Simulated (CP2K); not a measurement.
Two runs for the C K edge of 3-aminopyrrole. Run A: CP2K XAS_TDP, all-electron GAPW, PBEh(45%), aug-cc-pVDZ, TDA, no relativity. Run B differs in one setting.

First lines with a strength over 0.0015. A:

```csv
atom,energy (eV),states,"strength, one atom"
C2 (bonded to 2 C and N),283.35,1,0.0573
,284.81,1,0.0020
,285.22,1,0.0044
,286.08,1,0.0031
,286.91,1,0.0020
C3 (bonded to 2 C and H),282.30,1,0.0426
,283.65,1,0.0068
,284.29,1,0.0041
,284.52,1,0.0044
,284.87,1,0.0018
"C4 (bonded to C, N and H)",282.63,1,0.0526
,284.45,1,0.0098
,285.34,1,0.0022
,286.01,1,0.0026
,286.21,1,0.0016
"C6 (bonded to C, N and H)",282.93,1,0.0435
,284.13,1,0.0093
,285.17,1,0.0042
,285.77,1,0.0021
,285.93,1,0.0064
```

B:

```csv
atom,energy (eV),states,"strength, one atom"
C2 (bonded to 2 C and N),285.31,1,0.0613
,286.96,1,0.0026
,287.53,1,0.0034
,288.27,1,0.0040
,289.12,1,0.0023
C3 (bonded to 2 C and H),284.42,1,0.0481
,285.76,1,0.0098
,286.49,1,0.0039
,286.87,1,0.0017
,287.08,1,0.0019
"C4 (bonded to C, N and H)",284.56,1,0.0573
,286.17,1,0.0075
,286.95,1,0.0075
,287.30,1,0.0028
,287.92,1,0.0037
"C6 (bonded to C, N and H)",285.04,1,0.0470
,286.24,1,0.0113
,287.36,1,0.0041
,287.91,1,0.0019
,288.01,1,0.0032
```

Q: Which was it: the functional, scalar relativity switched on, GW2X switched on, the basis?

The functional (functional from PBEh(45%) to BHandHLYP; the lines alone don't name the new value). A functional moves all lines by electronvolts and changes their spacings and strengths. Against PBEh(45%) in aug-cc-pVDZ, the leading lines move by +1.96 eV (C2, to 285.31), +2.12 eV (C3, to 284.42), +1.93 eV (C4, to 284.56) and +2.11 eV (C6, to 285.04); the strength of C2's goes from 0.0573 to 0.0613. The next line of C2 over the strength cut lies 1.65 eV higher, against 1.46.

[Banner, clock and machine lines of the logs are left out without a mark of their own.]

[Logs are printed without paths, hosts, clocks, repeated set-up lines and the standing remarks that a program may print on its own settings, such as how far it seeks lower states.]

[Hosts, paths, dates, database ids (printed as entryN), source tags and the programs' standing remarks are cut or masked in the printed files.]
